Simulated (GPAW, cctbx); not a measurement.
## What do these deviations say about the bonding?

LiCu2Se2, I4/mmm (no. 139), a = 3.7056 Å, b = 3.7056 Å, c = 13.5304 Å, α = 90.00°, β = 90.00°, γ = 90.00°.

| atom | mult. | x | y | z |
| --- | --- | --- | --- | --- |
| Se1 | 4 | 1/2 | 1/2 | 0.1278 |
| Cu1 | 4 | 1/2 | 0 | 1/4 |
| Li1 | 2 | 0 | 0 | 0 |

The cell comes from substitution in a known structure type and wasn't matched to any measured phase.

Absolute values of the static structure factors of the conventional cell from DFT (PBE, GPAW) against free spherical atoms, in electrons:

| hkl | d (Å) | free atoms | crystal |
| --- | --- | --- | --- |
| 002 | 6.765 | 111.02 | 111.02 |
| 101 | 3.574 | 78.50 | 78.85 |
| 004 | 3.383 | 11.64 | 12.34 |
| 103 | 2.863 | 87.05 | 87.13 |
| 110 | 2.620 | 18.03 | 18.58 |
| 112 | 2.443 | 92.59 | 92.03 |
| 006 | 2.255 | 76.07 | 75.67 |
| 105 | 2.185 | 69.70 | 69.60 |
| 114 | 2.071 | 185.16 | 184.41 |
| 200 | 1.853 | 183.52 | 182.78 |

**Question.** Which way does charge move, and which reflections show it best?

Project each element's phase sum on the total phase. |F| rises if density moves to atoms that scatter in phase and falls if it moves to atoms that scatter against it; the rule is for low angles, since changes of shape take over beyond. Where all elements are in phase the terms compete, and the compactness of the donor's and the acceptor's density matters too.

| hkl | Se in phase | Cu in phase | Li in phase | change (e) | (%) |
| --- | --- | --- | --- | --- | --- |
| 002 | +0.1 | +4.0 | -2.0 | 0.00 | 0.0 |
| 101 | +2.8 | 0.0 | -2.0 | +0.35 | +0.4 |
| 004 | +4.0 | -4.0 | -2.0 | +0.70 | +6.0 |
| 103 | +3.0 | 0.0 | +2.0 | +0.08 | +0.1 |
| 110 | +4.0 | -4.0 | +2.0 | +0.56 | +3.1 |
| 112 | -0.1 | +4.0 | +2.0 | -0.56 | -0.6 |
| 006 | -0.4 | +4.0 | -2.0 | -0.39 | -0.5 |
| 105 | +2.6 | 0.0 | +2.0 | -0.10 | -0.1 |

Low-angle reflections that set elements apart and change by more than 0.05 e: 101, 004, 103, 110, 112, 006 and 105 (002 hardly moves and tells little). The signs fit a gain of density on Se and a loss on Cu and Li, apart from 105. The best witness is 004, +6.0 %, where Se enters with +4.0. The real-space density agrees: Voronoi charges Se -0.17, Cu +0.08, Li +0.19 e. The shortest bond, Se–Cu, has Δρ = +0.05 e/Å³ at its midpoint.
